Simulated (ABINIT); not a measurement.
# LaBiS2O (P4/nmm): G0W0 with ABINIT, start to end

How does a plane-wave GW calculation on LaBiS2O (P4/nmm) run from the first input to the gap?

Method: PBEsol and many-body steps on it, plane waves, in ABINIT 10.8.3.

Most raw output is cut from this account.

### Step 1. The structure

Symmetry: P4/nmm, No. 129, tetragonal system. The conventional cell has a = 4.055 Å, b = 4.055 Å, c = 14.173 Å, α = 90.00°, β = 90.00°, γ = 90.00°. Nearest to La lie 4 O at 2.38 Å and 4 S at 3.21 Å. Nearest to Bi lie 5 S at 2.52 to 2.88 Å. Nearest to S lie 4 Bi at 2.88 Å. Nearest to S lie 1 Bi at 2.52 Å and 4 La at 3.21 Å. O has 4 La at 2.38 Å nearest. Farther neighbours and most contacts between anions are not listed.

The cell and positions are those that the Materials Project relaxed with its own functionals (PBE, PBE+U or r2SCAN), kept fixed. Spin-orbit coupling is left out unless a step names it.

### Step 2. Ground state

This step: ABINIT 10.8.3; DFT, PBEsol, plane waves, norm-conserving pseudopotentials.

The ground-state density comes first.

run.abi

```
acell 3*1.0 Angstrom
rprim 
  4.055497000000 0.000000000000 0.000000000000
  0.000000000000 4.055497000000 0.000000000000
  0.000000000000 0.000000000000 14.173265000000
ntypat 4
znucl 57 83 16 8
natom 10
typat 1 1 2 2 3 3 3 3 4 4
xred 
  0.500000000000 0.000000000000 0.587742000000
  0.000000000000 0.500000000000 0.412258000000
  0.000000000000 0.500000000000 0.867775000000
  0.500000000000 0.000000000000 0.132225000000
  0.500000000000 0.000000000000 0.890020000000
  0.000000000000 0.500000000000 0.109980000000
  0.000000000000 0.500000000000 0.690201000000
  0.500000000000 0.000000000000 0.309799000000
  0.000000000000 0.000000000000 0.500000000000
  0.500000000000 0.500000000000 0.500000000000
pp_dirpath "pseudos"
pseudos "La.upf, Bi.upf, S.upf, O.upf"
ecut 50
ngkpt 4 4 1
nshiftk 1
shiftk 0 0 0
kptopt 1
chksymbreak 0
nband 53
occopt 1
tolvrs 1e-08
nstep 60
prtwf 0
optforces 0
optstress 0
indata_prefix "in"
outdata_prefix "out"
tmpdata_prefix "tmp"
```

On the command line:

```console
> OMP_NUM_THREADS=1 mpirun -n 4 abinit run.abi > log
```

Elapsed: 6 min, on 4 MPI ranks of Arm Neoverse V2, shared host; peak memory 0.95 GiB; 24 min of CPU time.

Numbers from this step:

```
total energy               : -8479.2905 eV
gap                        : 0.8512 eV
k of the valence top       : 0.5, 0, 0
k of the conduction bottom : 0.5, 0, 0
least direct gap           : 0.8512 eV
```

The gap is direct, at (0.500, 0.000, 0.000).

### Step 3. Empty states on the mesh, 4×4×1 mesh, 149 bands

The sums over transitions need many empty states on a uniform mesh; this step solves for them.

run.abi: that of step 2 with these lines changed.

```diff
@@ -28,9 +28,10 @@
 chksymbreak 0
-nband 53
-occopt 1
-tolvrs 1e-08
+iscf -2
+irdden 1
+istwfk *1
+nband 149
+nbdbuf 12
+tolwfr 1e-09
 nstep 60
-prtwf 0
-optforces 0
-optstress 0
+prtvol 0
 indata_prefix "in"
```

It took 5.9 min on 4 MPI ranks; peak memory 0.88 GiB.

Numbers from this step:

```yaml
gap: 0.8512 eV
k_of_the_valence_top: 0.5, 0, 0
k_of_the_conduction_bottom: 0.5, 0, 0
least_direct_gap: 0.8512 eV
k_points_computed: 6
lowest_point_of_the_top_converged_band_above_the_valence_top: 23.52 eV
```

On this mesh the gap is 0.851 eV.

### Step 4. Screening, 4×4×1 mesh, 137 bands, screening to 81.6 eV

The RPA dielectric matrix is built and inverted for each q.

This step: RPA screening on PBEsol, plane waves, norm-conserving pseudopotentials.

run.abi: that of step 3 with these lines changed.

```diff
@@ -28,10 +28,11 @@
 chksymbreak 0
-iscf -2
-irdden 1
 istwfk *1
-nband 149
-nbdbuf 12
-tolwfr 1e-09
-nstep 60
-prtvol 0
+occopt 1
+irdwfk 1
+optdriver 3
+nband 137
+ecuteps 3
+inclvkb 2
+awtr 1
+symchi 1
 indata_prefix "in"
```

Wall time 5.5 min (4 MPI ranks); peak memory 5.9 GiB; 22 min of CPU time.

Numbers from this step:

- ε∞ with local fields, on this mesh, along the program's q direction: 25.11
- the same without local fields: 27.43
- plasma frequency: 22.82 eV
- plane waves in the screening matrix: 365

Local fields lower ε∞ by 8 %. On a Γ-centred mesh this coarse the value itself is usually too large, while a short band sum pulls it down.

### Step 5. Self-energy, 4×4×1 mesh, 137 bands, screening to 81.6 eV

The self-energy is evaluated for the states that the input lists, and the levels follow from it, in one-shot runs by the linearised quasiparticle equation.

This step: G0W0 on PBEsol, plane waves, norm-conserving pseudopotentials.

run.abi: that of step 4 with these lines changed.

```diff
@@ -31,8 +31,17 @@
 irdwfk 1
-optdriver 3
+optdriver 4
 nband 137
+gwcalctyp 0
+ecutsigx 50
+symsigma 1
+nkptgw 2
+kptgw 
+  0.5000000000 0.0000000000 0.0000000000
+  0.0000000000 0.0000000000 0.0000000000
+bdgw 
+  43 46
+  43 46
 ecuteps 3
-inclvkb 2
-awtr 1
-symchi 1
+irdscr 1
+ppmodel 1
 indata_prefix "in"
```

Elapsed: 26 s, on 4 MPI ranks; peak memory 3.5 GiB; 1.7 min of CPU time.

Numbers from this step:

```
G0W0 gap on the points computed              : 1 eV
starting gap on the mesh                     : 0.8512 eV
k of the valence top                         : 0.5, 0, 0
k of the conduction bottom                   : 0.5, 0, 0
Z at the valence top                         : 0.781
Z at the conduction bottom                   : 0.799
least direct G0W0 gap on the computed points : 1 eV
```

The gap on the mesh goes from 0.85 eV to 1.00 eV, a correction of +0.15 eV.

Limits: finite bands, cutoff and mesh; exchange with frozen shells missing; no spin-orbit coupling; coarse k mesh. v1 is the top filled band, c1 the lowest empty one. Levels before and after the correction, in eV, zero at the valence-band top of each column:

```
           conduction bottom  valence top
Kohn-Sham               0.85         0.00
     G0W0               1.00         0.00
```

```
                     level  energy (eV)
Kohn-Sham  (0.5 0 0) v2-v1        0.000
Kohn-Sham  (0.5 0 0) c1-c2        0.851
     G0W0  (0.5 0 0) v2-v1        0.000
     G0W0  (0.5 0 0) c1-c2        1.000
```

### Step 6. Where the time went

Times are wall times on 4 MPI ranks of Arm Neoverse V2, shared host, good to a factor of about two.

```csv
step,time,share,memory (GiB)
ground state,6 min,34 %,0.95
empty states on the mesh,5.9 min,33 %,0.88
screening,5.5 min,31 %,5.9
self-energy,26 s,2 %,3.5
```

### Step 7. Summary of results

| Quantity | Value |
| --- | --- |
| PBEsol gap | 0.85 eV, direct |
| G0W0 gap on the mesh | 1.00 eV |
| GW settings | 4×4×1 mesh, 137 bands, screening to 81.6 eV, Godby-Needs plasmon pole |
| known limits | not at the basis limit; exchange with frozen shells missing; mesh may overstate the screening; no spin-orbit coupling; coarse k mesh |

In words: G0W0 moves the gap on the mesh from 0.85 eV to 1.00 eV (+0.15 eV), with Z of 0.78 and 0.80 at the edges. Local fields lower the RPA ε∞ on this mesh from 27.43 to 25.11; a Γ-centred mesh this coarse tends to raise both, most where the direct gap is narrow, while a short band sum lowers them. Only 2 of the mesh's irreducible points were corrected, so a valley elsewhere could overtake. Bands and cutoff are finite, so the gap is not at the basis limit. The miss can reach some tenths of an eV and take either sign; the mesh is an error of its own. In the G0W0 run levels were corrected at 2 k points alone, so a gap called «on the mesh» is the least over those, and an edge elsewhere would be missed. The 4×4×1 mesh is coarse for this cell, which bears on the long-range parts of exchange and screening. Where an edge is built on 6p states of lead, bismuth or thallium, scalar-relativistic gaps usually stand too wide, by a few tenths to over one eV. The norm-conserving file of at least one element keeps a d shell over frozen s and p shells of the same row. Exchange with those shells is missing from the self-energy, an error of 0.3 to 0.9 eV in cases checked, whose sign depends on which edge lies on those atoms. The RPA ε∞ on this mesh reaches over 25; with a narrow direct gap a coarse mesh can overstate it, and the correction is then too small. The many-body steps are scalar-relativistic: spin-orbit coupling is not in them.

[Paths, hosts, dates, memory and timing lines, banners, echoed tables and standing remarks are left out of the program output.]

[Logs are printed without paths, hosts, clocks, repeated set-up lines and the standing remarks that a program may print on its own settings, such as how far it seeks lower states.]

[Runs of the session that timed out or met a known fault of the program may be left out.]

[Hosts, paths, dates, database ids (printed as entryN), source tags and the programs' standing remarks are cut or masked in the printed files.]

[G0W0 gaps are taken among the corrected bands and points alone; a level outside them can change the order at an edge.]

[Where Ansatz stands beside ABINIT at settings called matched, ABINIT's density can come from a denser mesh and the files from another edition; pairs whose starting gaps differed by over 0.03 eV were left out, so agreement reads better than it is.]
